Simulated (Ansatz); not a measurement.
# PtC (model cell, started as rocksalt type): following an unstable mode, part 2 of 3

Which phase does PtC (model cell, started as rocksalt type) fall into along its unstable mode, and how much energy does it gain?

Ansatz 0.2.0; DFT PBEsol, scalar-relativistic, plane waves, PAW.

So far, highest frequency on the path or at a solved wavevector (cm⁻¹): step 2 (phonons on a q mesh) 498. Also lowest frequency on the path (cm⁻¹): step 2 -544.

The structure was built from a prototype and need not be the compound's stable phase.

### 5. Energy along the mode, all amplitudes (two of the runs are shown above)

An imaginary frequency means negative curvature, so the energy should fall and then rise again as anharmonic terms take over.

This step gave:

```yaml
depth_at_the_lowest_point_sampled: 26.20 meV/atom
largest_atomic_shift_at_that_point: 0.22 Å
```

Table of energy from the parent by largest atomic shift:

| largest atomic shift (Å) | energy from the parent (meV/atom) |
| --- | --- |
| 0.000 | 0 |
| 0.040 | -2.60 |
| 0.080 | -9.23 |
| 0.140 | -20.4 |
| 0.220 | -26.2 |
| 0.320 | 2.96 |
| 0.450 | 151 |

Displacement at unit largest shift by atom:

| atom | x (Å) | y (Å) | z (Å) | size |
| --- | --- | --- | --- | --- |
| Pt1 | 0.00 | 0.00 | 0.00 | 0.00 |
| Pt2 | 0.00 | 0.00 | 0.00 | 0.00 |
| Pt3 | 0.00 | 0.05 | 0.00 | 0.05 |
| Pt4 | 0.00 | -0.05 | 0.00 | 0.05 |
| C5 | 0.00 | 1.00 | 0.00 | 1.00 |
| C6 | 0.00 | -1.00 | 0.00 | 1.00 |
| C7 | 0.00 | 0.00 | 0.00 | 0.00 |
| C8 | 0.00 | 0.00 | 0.00 | 0.00 |

The lowest of the steps tried is at 0.22 Å, 26.2 meV/atom below the parent; the bottom of the well need not coincide with a step.

### 6. Relaxation from the frozen mode

Starting from the lowest point found, all atoms and the cell are let go, so that strain and other modes of the same symmetry can join in.

Input file input.yaml:

```yaml
crystal:
  lattice:
    - [0.0, -2.2083183167, -2.2083183167]
    - [0.0, 2.2083183167, -2.2083183167]
    - [8.833273267, 0.0, 0.0]
  atoms:
    - { symbol: Pt, position: [0.5, 0.5, 0.75] }
    - { symbol: Pt, position: [0.5, 0.5, 0.25] }
    - { symbol: Pt, position: [-0.0026440037, 0.0026440037, 0.5] }
    - { symbol: Pt, position: [0.0026440037, -0.0026440037, 0.0] }
    - { symbol: C, position: [0.4501883405, 0.5498116595, 0.0] }
    - { symbol: C, position: [0.5498116595, 0.4501883405, 0.5] }
    - { symbol: C, position: [0.0, 0.0, 0.75] }
    - { symbol: C, position: [0.0, 0.0, 0.25] }
kpoints:
  mp_grid: { grid: [12, 12, 4] }
hamiltonian:
  xc: pbesol
scf:
  occupations: { method: methfessel_paxton, width: 0.2 }
output:
  forces: true
  stress: true
  eigenvalues: true
relax:
  adjacent_minimum: "off"
  f_tol: 0.002
  max_steps: 120
  cell: { stress_tol: 0.03 }
```

Run with:

```bash
$ ansatz run input.yaml --threads 4 --pin off --max-ram 7168MiB --backend cpu --events-out ev --progress --plain --runs-dir out
```

Numbers of over 12 decimals in the logs are rounded to 6 here.

Output:

```text
[...]
Crystal: 8 atoms, lattice volume = 86.154 Å³
Basis set: ecut = 420 eV, 1717 PW (Γ), exchange–correlation on 48×48×120 points (8 copies of the dense FFT grid, shifted against one another)
Bands: 53, of which v1, the nominal top of the filled ones, is band 44 counted from 1 (43 counted from 0)
Symmetry: 8 space group operations
[...]
k-points: 129 of 576
[...]
SCF iter   1: F=—  HF=-50511.000608 eV  |F-HF|=—  |Δ(HF+E_count)|=         —  Δρ=7.79e-3  dr2=3.66e-2  ethr=1.77e-3  ⟨swp⟩=5.2  Hψ=22850  notcnv=0
[...]
SCF iter   6: F=-50510.992205 eV  HF=-50510.992205 eV  |F-HF|=4.44e-10  |Δ(HF+E_count)|=   3.84e-9  S|Δr|=    0.00e0  Δρ=4.61e-6  dr2=1.09e-8  ethr=1.14e-10  ⟨swp⟩=8.2  Hψ=24905  notcnv=0
SCF 1 converged in 6 iterations: F = -50510.992205 eV  dr2 = 1.09e-8
[...]
relax step   1: F+E_penalty+E_count = -50510.99220519 eV  Δ(F+E_penalty+E_count) = +0.000e0 eV  max|allowed force component| = 2.116e-1 eV/Å  Δτ_max = 0.0000 Å  P = +2.694 GPa  Ω = 86.154 Å³  (6 SCF iters, dr2 threshold 1.00e-7 eV, accepted)
Crystal: 8 atoms, lattice volume = 87.183 Å³
[...]
SCF iter   5: F=-50511.048217 eV  HF=-50511.048217 eV  |F-HF|=2.97e-7  |Δ(HF+E_count)|=   1.14e-6  S|Δr|=    0.00e0  Δρ=1.62e-5  dr2=4.04e-7  ethr=9.09e-10  ⟨swp⟩=5.8  Hψ=26130  notcnv=0
SCF 2 converged in 5 iterations: F = -50511.048217 eV  dr2 = 4.04e-7
relax step   2: F+E_penalty+E_count = -50511.04821683 eV  Δ(F+E_penalty+E_count) = -5.601e-2 eV  max|allowed force component| = 3.536e-2 eV/Å  Δτ_max = 0.0128 Å  P = -0.664 GPa  Ω = 87.183 Å³  energy of the carried Pulay correction = -1.808e-3 eV  (5 SCF iters, dr2 threshold 8.00e-7 eV, accepted)
Crystal: 8 atoms, lattice volume = 88.385 Å³
Basis set: ecut = 420 eV, 1761 PW (Γ), exchange–correlation on 48×48×120 points (8 copies of the dense FFT grid, shifted against one another)
[...]
SCF iter   6: F=-50511.206332 eV  HF=-50511.206332 eV  |F-HF|=1.36e-7  |Δ(HF+E_count)|=   3.43e-7  S|Δr|=    0.00e0  Δρ=1.11e-5  dr2=2.02e-7  ethr=9.09e-10  ⟨swp⟩=5.5  Hψ=25309  notcnv=0
SCF 3 converged in 6 iterations: F = -50511.206332 eV  dr2 = 2.02e-7
relax step   3: F+E_penalty+E_count = -50511.20633185 eV  Δ(F+E_penalty+E_count) = -1.581e-1 eV  max|allowed force component| = 2.279e-1 eV/Å  Δτ_max = 0.0485 Å  P = -1.706 GPa  Ω = 88.385 Å³  energy of the carried Pulay correction = -3.895e-3 eV  (6 SCF iters, dr2 threshold 8.00e-7 eV, accepted)
[... from here on, the SCF cycles and remarks between the steps are left out ...]
relax step   4: F+E_penalty+E_count = -50511.24824259 eV  Δ(F+E_penalty+E_count) = -4.191e-2 eV  max|allowed force component| = 1.193e-1 eV/Å  Δτ_max = 0.0605 Å  P = -0.184 GPa  Ω = 89.025 Å³  energy of the carried Pulay correction = -4.994e-3 eV  (6 SCF iters, dr2 threshold 8.00e-7 eV, accepted)
relax step   5: F+E_penalty+E_count = -50511.25771354 eV  Δ(F+E_penalty+E_count) = -9.471e-3 eV  max|allowed force component| = 8.306e-2 eV/Å  Δτ_max = 0.0258 Å  P = +0.328 GPa  Ω = 89.169 Å³  energy of the carried Pulay correction = -5.239e-3 eV  (5 SCF iters, dr2 threshold 8.00e-7 eV, accepted)
relax step   6: F+E_penalty+E_count = -50511.25841483 eV  Δ(F+E_penalty+E_count) = -7.013e-4 eV  max|allowed force component| = 3.830e-3 eV/Å  Δτ_max = 0.0047 Å  P = -0.141 GPa  Ω = 89.309 Å³  energy of the carried Pulay correction = -5.478e-3 eV  (4 SCF iters, dr2 threshold 8.00e-7 eV, accepted)
relax step   7: F+E_penalty+E_count = -50511.25848869 eV  Δ(F+E_penalty+E_count) = -7.386e-5 eV  max|allowed force component| = 7.330e-4 eV/Å  Δτ_max = 0.0011 Å  P = -0.029 GPa  Ω = 89.278 Å³  energy of the carried Pulay correction = -5.426e-3 eV  (4 SCF iters, dr2 threshold 6.89e-8 eV, accepted)
relax step   8: F+E_penalty+E_count = -50511.25851361 eV  Δ(F+E_penalty+E_count) = -2.492e-5 eV  max|allowed force component| = 1.594e-4 eV/Å  Δτ_max = 0.0001 Å  P = +0.000 GPa  Ω = 89.265 Å³  energy of the carried Pulay correction = -5.403e-3 eV  (4 SCF iters, dr2 threshold 3.76e-9 eV, accepted)
relax step   9: F+E_penalty+E_count = -50511.27729748 eV  Δ(F+E_penalty+E_count) = -1.878e-2 eV  max|allowed force component| = 6.683e-3 eV/Å  Δτ_max = 0.0000 Å  P = +0.299 GPa  Ω = 89.265 Å³  stress off target by 7.90e-1 GPa  SCF on the basis re-selected at this cell (its energy is not comparable with the rows above)  (6 SCF iters)
relax step  10: F+E_penalty+E_count = -50511.27853815 eV  Δ(F+E_penalty+E_count) = -1.241e-3 eV  max|allowed force component| = 4.881e-3 eV/Å  Δτ_max = 0.0051 Å  P = +0.061 GPa  Ω = 89.599 Å³  energy of the carried Pulay correction = -4.989e-4 eV  (5 SCF iters, dr2 threshold 8.00e-7 eV, accepted)
relax step  11: F+E_penalty+E_count = -50511.27850232 eV  Δ(F+E_penalty+E_count) = +3.583e-5 eV  max|allowed force component| = 1.985e-3 eV/Å  Δτ_max = 0.0017 Å  P = +0.002 GPa  Ω = 89.691 Å³  energy of the carried Pulay correction = -6.380e-4 eV  (5 SCF iters, dr2 threshold 7.20e-8 eV, accepted)
relax step  12: F+E_penalty+E_count = -50511.27917543 eV  Δ(F+E_penalty+E_count) = -6.731e-4 eV  max|allowed force component| = 2.139e-3 eV/Å  Δτ_max = 0.0000 Å  P = +0.001 GPa  Ω = 89.691 Å³  stress off target by 2.32e-2 GPa  SCF on the basis re-selected at this cell (its energy is not comparable with the rows above)  (5 SCF iters)
relax step  13: F+E_penalty+E_count = -50511.27917581 eV  Δ(F+E_penalty+E_count) = -3.748e-7 eV  max|allowed force component| = 1.366e-3 eV/Å  Δτ_max = 0.0004 Å  P = +0.005 GPa  Ω = 89.691 Å³  (5 SCF iters, dr2 threshold 2.86e-10 eV, accepted)
relax step  14: F+E_penalty+E_count = -50511.27915692 eV  Δ(F+E_penalty+E_count) = +1.888e-5 eV  max|allowed force component| = 2.746e-5 eV/Å  Δτ_max = 0.0002 Å  P = +0.000 GPa  Ω = 89.708 Å³  energy of the carried Pulay correction = -2.327e-5 eV  (4 SCF iters, dr2 threshold 3.58e-9 eV, accepted)
[...]
SCF iter   4: F=-50511.279171 eV  HF=-50511.279171 eV  |F-HF|=2.18e-11  |Δ(HF+E_count)|=  4.37e-11  S|Δr|=    0.00e0  Δρ=1.22e-7  dr2=1.53e-11  ethr=1.00e-12  ⟨swp⟩=5.4  Hψ=31534  notcnv=0
SCF 15 converged in 4 iterations: F = -50511.279171 eV  dr2 = 1.53e-11
relax step  15: F+E_penalty+E_count = -50511.27917150 eV  Δ(F+E_penalty+E_count) = -1.458e-5 eV  max|allowed force component| = 2.385e-5 eV/Å  Δτ_max = 0.0000 Å  P = -0.000 GPa  Ω = 89.708 Å³  stress off target by 3.26e-3 GPa  SCF on the basis re-selected at this cell (its energy is not comparable with the rows above)  (4 SCF iters)
[...]
SCF converged after 4 iterations
[...]
Free energy (F): -50511.279171 eV
[...]
Internal energy: -50511.282924 eV  (E = F + TS)
E sigma→0 (E₀):  -50511.280110 eV
Entropy (-TS):   0.003753 eV (0.469 meV/atom)
Fermi energy:    19.282386 eV
[...]
--- Forces (eV/Å), atoms counted from 1 ---
  atom   1  Pt     0.00000000     0.00000000     0.00000000
  atom   2  Pt     0.00000000     0.00000000     0.00000000
  atom   3  Pt     0.00000000     0.00002385     0.00000000
  atom   4  Pt     0.00000000    -0.00002385    -0.00000000
  atom   5  C      0.00000000     0.00000456    -0.00000000
  atom   6  C      0.00000000    -0.00000456     0.00000000
  atom   7  C      0.00000000     0.00000000     0.00000000
  atom   8  C      0.00000000    -0.00000000     0.00000000
  max |Σ_I F_I| component: 1.04e-28 eV/Å
--- Stress (GPa, compression-positive) ---
        0.002070      -0.000000       0.000000
       -0.000000       0.001108       0.000000
        0.000000       0.000000      -0.003259
  P = ⅓ Tr σ = -0.0000 GPa (-0.000 kbar)
--- Band table (eV; the first three rows and the last of 129) ---
  k-point 0: bands = [... 40 lower, 17.8539, 17.8724, 19.1068, 19.7206, 19.8470, 20.1106, 20.4035, 20.4776, ... 5 higher]
  k-point 1: bands = [... 40 lower, 18.3480, 18.4211, 19.4588, 19.5543, 19.8495, 19.9614, 20.5684, 20.5818, ... 5 higher]
  k-point 2: bands = [... 40 lower, 19.0905, 19.0905, 19.1308, 19.1308, 20.1698, 20.1698, 20.2546, 20.2546, ... 5 higher]
  k-point 128: bands = [... 40 lower, 18.2282, 18.2282, 18.3215, 18.3215, 18.3442, 18.3442, 19.0205, 19.0205, ... 5 higher]
--- Relaxed structure (12 steps of the walk, 12 accepted, 3 SCFs on fresh bases) ---
  F+E_penalty+E_count = -50511.27917150 eV   max|allowed force component| = 2.385e-5 eV/Å   (the final SCF, on the basis selected at the relaxed cell)
  cell:  # Å, volume = 89.7080 Å³
    - [0.0, -2.455742, -2.138011]
    - [0.0, 2.455742, -2.138011]
    - [8.542957, 0.0, 0.0]
  atoms:
    - { symbol: Pt, position: [0.500000, 0.500000, 0.75] }
    - { symbol: Pt, position: [0.500000, 0.500000, 0.25] }
    - { symbol: Pt, position: [-0.011105, 0.011105, 0.5] }
    - { symbol: Pt, position: [0.011105, -0.011105, 0] }
    - { symbol: C, position: [0.426741, 0.573259, 0] }
    - { symbol: C, position: [0.573259, 0.426741, 0.5] }
    - { symbol: C, position: [0, 0, 0.75] }
    - { symbol: C, position: [0, 0, 0.25] }
```

Wall time 88 s (4 threads of Arm Neoverse V2, shared host); peak memory 0.72 GiB.

Step by step:

| step | energy less that of the first step (eV) | largest force component (eV/Å) | pressure (GPa) | volume (Å³) |
| --- | --- | --- | --- | --- |
| 1 | 0.0000 | 0.2116 | 2.69 | 86.15 |
| 2 | -0.0560 | 0.0354 | -0.66 | 87.18 |
| 3 | -0.2141 | 0.2279 | -1.71 | 88.39 |
| 4 | -0.2560 | 0.1193 | -0.18 | 89.03 |
| 5 | -0.2655 | 0.0831 | 0.33 | 89.17 |
| 6 | -0.2662 | 0.0038 | -0.14 | 89.31 |
| 7 | -0.2663 | 0.0007 | -0.03 | 89.28 |
| 8 | -0.2663 | 0.0002 | 0.00 | 89.26 |
| 9* | -0.2851 | 0.0067 | 0.30 | 89.26 |
| 10 | -0.2863 | 0.0049 | 0.06 | 89.60 |
| 11 | -0.2863 | 0.0020 | 0.00 | 89.69 |
| 12* | -0.2870 | 0.0021 | 0.00 | 89.69 |
| 13 | -0.2870 | 0.0014 | 0.00 | 89.69 |
| 14 | -0.2870 | 0.0000 | 0.00 | 89.71 |
| 15* | -0.2870 | 0.0000 | 0.00 | 89.71 |

Relaxation steps marked * repeat the geometry before them on a plane-wave basis chosen anew for their cell, so energy and pressure can jump there.

Forces are held to the 8 operations that the run works with; a distortion that breaks them can't arise in this run.

| conventional cell, symmetrised | before | after | change |
| --- | --- | --- | --- |
| a (Å) | 4.417 | 4.276 | -3.2 % |
| b (Å) | 4.417 | 4.911 | +11.2 % |
| c (Å) | 8.833 | 8.543 | -3.3 % |
| volume (Å³/atom) | 10.77 | 11.21 | +4.1 % |

The atoms that moved most (Å, as changes of fractional coordinates times the final cell):

| atom | dx | dy | dz | length |
| --- | --- | --- | --- | --- |
| C5 | 0.000 | 0.115 | 0.000 | 0.115 |
| C6 | 0.000 | -0.115 | 0.000 | 0.115 |
| Pt3 | 0.000 | 0.042 | 0.000 | 0.042 |
| Pt4 | 0.000 | -0.042 | 0.000 | 0.042 |

Numbers from this step:

- pressure: -2.70e-5 GPa
- volume per atom: 11.21 Å³

The distorted start has space group Cmcm; the relaxation ends in Cmcm.

### 7. The new phase in its own primitive cell

The relaxed structure is symmetrised, reduced to its primitive cell and relaxed tightly, as its phonons need.

input.yaml, the sections that differ from step 6:

```yaml
crystal:
  lattice:
    - [2.1380114941, -2.4557421462, 0.0]
    - [2.1380114941, 2.4557421462, 0.0]
    - [0.0, 0.0, 8.5429570167]
  atoms:
    - { symbol: Pt, position: [0.5, 0.5, 0.0] }
    - { symbol: Pt, position: [0.5, 0.5, 0.5] }
    - { symbol: Pt, position: [0.0111053012, 0.9888946988, 0.25] }
    - { symbol: Pt, position: [0.9888946988, 0.0111053012, 0.75] }
    - { symbol: C, position: [0.573258663, 0.426741337, 0.75] }
    - { symbol: C, position: [0.426741337, 0.573258663, 0.25] }
    - { symbol: C, position: [0.0, 0.0, 0.0] }
    - { symbol: C, position: [0.0, 0.0, 0.5] }
relax:
  adjacent_minimum: "off"
  f_tol: 0.001
  max_steps: 60
  cell: { stress_tol: 0.01 }
# kpoints, hamiltonian, scf, output: as in step 6
```

Output:

```text
[...]
Crystal: 8 atoms, lattice volume = 89.708 Å³
Basis set: ecut = 420 eV, 1771 PW (Γ), exchange–correlation on 48×48×120 points (8 copies of the dense FFT grid, shifted against one another)
Bands: 53, of which v1, the nominal top of the filled ones, is band 44 counted from 1 (43 counted from 0)
Symmetry: 8 space group operations
[...]
k-points: 129 of 576
[...]
- [0.0, 0.0, 8.5429570167]
  atoms:
    - { symbol: Pt, position: [0.500000, 0.500000, 0.0] }
    - { symbol: Pt, position: [0.500000, 0.500000, 0.5] }
    - { symbol: Pt, position: [0.011105, 0.9888946988, 0.25] }
    - { symbol: Pt, position: [0.9888946988, 0.011105, 0.75] }
    - { symbol: C, position: [0.573258663, 0.426741, 0.75] }
    - { symbol: C, position: [0.426741, 0.573258663, 0.25] }
    - { symbol: C, position: [0.0, 0.0, 0.0] }
    - { symbol: C, position: [0.0, 0.0, 0.5] }
[key lines of the parts left out:]
SCF converged after 6 iterations
Free energy (F): -50511.279171 eV
Fermi energy:    19.282386 eV
P = ⅓ Tr σ = -0.0000 GPa (-0.000 kbar)
```

It took 13 s on 4 threads; peak memory 0.72 GiB.

Little changed from the start: no atom moved by 0.005 Å and no cell edge by 0.1 %.

This step gave:

```yaml
pressure: -2.08e-5 GPa
```

The largest force component left is 0.022 meV/Å and the pressure is 0.000 GPa, within the tolerances set. The cell now holds 11.21 Å³/atom.

[end of part 2 of 3]

[Logs are printed without paths, hosts, clocks, repeated set-up lines and the standing remarks that a program may print on its own settings, such as how far it seeks lower states.]

[Hosts, paths, dates, database ids (printed as entryN), source tags and the programs' standing remarks are cut or masked in the printed files.]
